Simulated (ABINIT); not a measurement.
# A GW chain in ABINIT: CsGeCl3 (R3m), part 3 of 3

Wanted: ground state, empty states, screening and self-energy for CsGeCl3 (R3m).

ABINIT 10.8.3; LDA and many-body steps on it, plane waves. Known limits of the many-body steps: not at the basis limit; no spin-orbit coupling; coarse k mesh.

So far. Step 4 (Empty states on the mesh, 2×2×2 mesh, 192 bands): On this mesh the gap is 1.977 eV. Step 5 (Screening, 2×2×2 mesh, 176 bands, screening to 130.6 eV): Local fields lower ε∞ by 18 %. On a Γ-centred mesh this coarse the value itself is usually too large, while a short band sum pulls it down.

## (6) Self-energy, 2×2×2 mesh, 176 bands, screening to 130.6 eV

The self-energy is evaluated for the states that the input lists, and the levels follow from it, in one-shot runs by the linearised quasiparticle equation.

This step: G0W0 on LDA, plane waves, norm-conserving pseudopotentials.

File run.abi:

```
acell 3*1.0 Angstrom
rprim 
  3.846816390705 2.220960478697 3.178300533600
  -3.846816390705 2.220960478697 3.178300533600
  0.000000000000 -4.441920957394 3.178300533600
ntypat 3
znucl 55 32 17
natom 5
typat 1 2 3 3 3
xred 
  0.998403350000 0.998403350000 0.998403350000
  0.515533150000 0.515533150000 0.515533150000
  0.496712670000 0.496712670000 0.948638170000
  0.496712670000 0.948638170000 0.496712670000
  0.948638170000 0.496712670000 0.496712670000
pp_dirpath "pseudos"
pseudos "Cs.upf, Ge.upf, Cl.upf"
ecut 56
ngkpt 2 2 2
nshiftk 1
shiftk 0 0 0
kptopt 1
chksymbreak 0
istwfk *1
occopt 1
irdwfk 1
optdriver 4
nband 176
gwcalctyp 0
ecutsigx 56
symsigma 1
nkptgw 2
kptgw 
  0.5000000000 0.5000000000 0.5000000000
  0.0000000000 0.0000000000 0.0000000000
bdgw 
  25 28
  24 29
ecuteps 4.8
irdscr 1
ppmodel 1
indata_prefix "in"
outdata_prefix "out"
tmpdata_prefix "tmp"
```

Run with:

```sh
$ OMP_NUM_THREADS=1 mpirun -n 8 abinit run.abi > log
```

Numbers of over 12 decimals in the logs are rounded to 6 here.

Output:

```text
.Version 10.8.3 of ABINIT. v10.8.2 released Aug 2026.

 Symmetries : space group R3 m (#160); Bravais hR (rhombohedral)
[... echo of the input left out ...]
== DATASET  1 ==================================================================
-   mpi_nproc: 8, omp_nthreads: 1 (-1 if OMP is not activated)

--- !DatasetInfo
iteration_state: {dtset: 1, }
dimensions: {natom: 5, nkpt: 4, mband: 176, nsppol: 1, nspinor: 1, nspden: 1, mpw: 22041, }
cutoff_energies: {ecut:  56.0, pawecutdg:  -1.0, }
electrons: {nelect:   5.20000000E+01, charge:   0.00000000E+00, occopt:   1.00000000E+00, tsmear:   1.00000000E-02, }

 SIGMA: Calculation of the GW corrections

 Based on a program developped by R.W. Godby, V. Olevano, G. Onida, and L. Reining.
 Incorporated in ABINIT by V. Olevano, G.-M. Rignanese, and M. Torrent.
.Using double precision arithmetic ; gwpc =  8

[... cell and pseudopotentials left out ...]
--------------------------------------------------------------------------------

 ==== K-mesh for the wavefunctions ====
 Number of points in the irreducible wedge :     4
[... list of points left out ...]
 Together with  6 symmetry operations and time-reversal symmetry
 yields     8 points in the full Brillouin Zone.

 ==== Q-mesh for screening function ====
 Number of points in the irreducible wedge :     4
[... list of points left out ...]
 Together with  6 symmetry operations and time-reversal symmetry
 yields     8 points in the full Brillouin Zone.

 vcoul_init : cutoff-mode = AUXILIARY_FUNCTION
 q-points for optical limit:   1
     1)      0.000010    0.000020    0.000030
 setmesh: FFT mesh size selected  =    72x   72x   72
          total number of points  =       373248

 Number of electrons calculated from density =   52.0000; Expected =   52.0000
 average of density, n =  0.047295
 r_s =    1.7154
 omega_plasma =   20.9780 [eV]

 === KS Band Gaps ===
  >>>> For spin  1
   Minimum direct gap =   1.9771 [eV], located at k-point      :   0.5000  0.5000  0.5000
   Fundamental gap    =   1.9771 [eV], Top of valence bands at :   0.5000  0.5000  0.5000
                                       Bottom of conduction at :   0.5000  0.5000  0.5000
 SIGMA fundamental parameters:
 PLASMON POLE MODEL  1
 number of plane-waves for SigmaX                22041
 number of plane-waves for SigmaC and W            527
 number of plane-waves for wavefunctions         22041
 number of bands                                   176
 number of independent spin polarizations            1
 number of spinorial components                      1
 number of k-points in IBZ                           4
 number of q-points in IBZ                           4
 number of symmetry operations                       6
 number of k-points in BZ                            8
 number of q-points in BZ                            8
 number of frequencies for dSigma/dE                 9
 frequency step for dSigma/dE [eV]                0.25
 number of omega for Sigma on real axis              0
 max omega for Sigma on real axis  [eV]           0.00
 zcut for avoiding poles [eV]                     0.10

 EPSILON^-1 parameters (SCR file):
 dimension of the eps^-1 matrix on file            527
 dimension of the eps^-1 matrix used               527
 number of plane-waves for wavefunctions         22041
 number of bands                                   176
 number of q-points in IBZ                           4
 number of frequencies                               2
 number of real frequencies                          1
 number of imag frequencies                          1

 matrix elements of self-energy operator (all in [eV])

 Perturbative Calculation

--- !SelfEnergy_ee
iteration_state: {dtset: 1, }
kpoint     : [   0.500,    0.500,    0.500, ]
spin       : 1
KS_gap     :    1.977
QP_gap     :    3.621
Delta_QP_KS:    1.644
data: !SigmaeeData |
     Band     E0 <VxcDFT>   SigX SigC(E0)      Z dSigC/dE  Sig(E)    E-E0       E
       25  -0.190 -14.219 -18.514   2.995   0.772  -0.296 -15.222  -1.004  -1.194
       26   1.959 -14.764 -16.833   1.522   0.787  -0.270 -15.194  -0.431   1.528
       27   3.936 -11.282  -6.604  -3.177   0.808  -0.238 -10.069   1.213   5.149
       28   3.936 -11.282  -6.604  -3.177   0.808  -0.238 -10.069   1.213   5.149

--- !SelfEnergy_ee
iteration_state: {dtset: 1, }
kpoint     : [   0.000,    0.000,    0.000, ]
spin       : 1
KS_gap     :    5.520
QP_gap     :    7.241
Delta_QP_KS:    1.721
data: !SigmaeeData |
     Band     E0 <VxcDFT>   SigX SigC(E0)      Z dSigC/dE  Sig(E)    E-E0       E
       24  -0.526 -14.055 -18.275   2.953   0.772  -0.295 -15.034  -0.979  -1.505
       25  -0.526 -14.055 -18.275   2.953   0.772  -0.295 -15.034  -0.979  -1.505
       26  -0.340 -13.977 -17.781   2.668   0.774  -0.292 -14.856  -0.879  -1.219
       27   5.180  -7.348  -3.022  -3.323   0.839  -0.192  -6.506   0.842   6.022
       28   6.059  -7.267  -2.987  -3.213   0.841  -0.189  -6.370   0.897   6.956
       29   6.059  -7.267  -2.987  -3.213   0.841  -0.189  -6.370   0.897   6.956

== END DATASET(S) ==============================================================
================================================================================

 -outvars: echo values of variables after computation  --------
           etotal      0.0000000000E+00
            nband         176
             nkpt           4
          spgroup         160
 [... the other variables as echoed above ...]

 Calculation completed.
```

Elapsed: 15 s, on 8 MPI ranks of Arm Neoverse V2, shared host; peak memory 2.9 GiB.

Numbers from this step:

```
G0W0 gap on the points computed              : 3.621 eV
starting gap on the mesh                     : 1.977 eV
k of the valence top                         : 0.5, 0.5, 0.5
k of the conduction bottom                   : 0.5, 0.5, 0.5
Z at the valence top                         : 0.787
Z at the conduction bottom                   : 0.808
least direct G0W0 gap on the computed points : 3.621 eV
```

The gap on the mesh goes from 1.98 eV to 3.62 eV, a correction of +1.64 eV.

Limits: finite bands, cutoff and mesh; no spin-orbit coupling; coarse k mesh. v1 is the top filled band, c1 the lowest empty one. The levels before and after the correction (eV, zero at the valence-band top of each column):

```csv
,conduction bottom,valence top
Kohn-Sham,1.98,0.00
G0W0,3.62,0.00
```

```csv
,level,energy (eV)
Kohn-Sham,(0.5 0.5 0.5) v2,-2.149
Kohn-Sham,(0.5 0.5 0.5) v1,0.000
Kohn-Sham,(0.5 0.5 0.5) c1-c2,1.977
G0W0,(0.5 0.5 0.5) v2,-2.722
G0W0,(0.5 0.5 0.5) v1,0.000
G0W0,(0.5 0.5 0.5) c1-c2,3.621
```

## (7) Where the time went

Times are wall times on 8 MPI ranks of Arm Neoverse V2, shared host, good to a factor of about two.

```csv
step,time,share,memory (GiB)
ground state,90 s,19 %,1.3
bands along the symmetry lines,2.7 min,33 %,1.5
empty states on the mesh,2.7 min,34 %,1.1
screening,53 s,11 %,4.8
self-energy,15 s,3 %,2.9
```

## (8) What came out

```
LDA gap              : 1.98 eV, indirect (only 2 meV under the direct gap)
G0W0 gap on the mesh : 3.62 eV
GW settings          : 2×2×2 mesh, 176 bands, screening to 130.6 eV, Godby-Needs plasmon pole
known limits         : not at the basis limit; no spin-orbit coupling; coarse k mesh
```

In words: G0W0 moves the gap on the mesh from 1.98 eV to 3.62 eV (+1.64 eV), with Z of 0.79 and 0.81 at the edges. Local fields lower the RPA ε∞ on this mesh from 7.23 to 5.96; a Γ-centred mesh this coarse tends to raise both, most where the direct gap is narrow, while a short band sum lowers them. Only 2 of the mesh's irreducible points were corrected, so a valley elsewhere could overtake. Bands and cutoff are finite, so the gap is not at the basis limit. The miss can reach some tenths of an eV and take either sign; the mesh is an error of its own. In the G0W0 run levels were corrected at 2 k points alone, so a gap called «on the mesh» is the least over those, and an edge elsewhere would be missed. The 2×2×2 mesh is coarse for this cell, which bears on the long-range parts of exchange and screening. The many-body steps are scalar-relativistic: spin-orbit coupling is not in them.

[Paths, hosts, dates, memory and timing lines, banners, echoed tables and standing remarks are left out of the program output.]

[Logs are printed without paths, hosts, clocks, repeated set-up lines and the standing remarks that a program may print on its own settings, such as how far it seeks lower states.]

[Runs of the session that timed out or met a known fault of the program may be left out.]

[Hosts, paths, dates, database ids (printed as entryN), source tags and the programs' standing remarks are cut or masked in the printed files.]

[G0W0 gaps are taken among the corrected bands and points alone; a level outside them can change the order at an edge.]

[Where Ansatz stands beside ABINIT at settings called matched, ABINIT's density can come from a denser mesh and the files from another edition; pairs whose starting gaps differed by over 0.03 eV were left out, so agreement reads better than it is.]
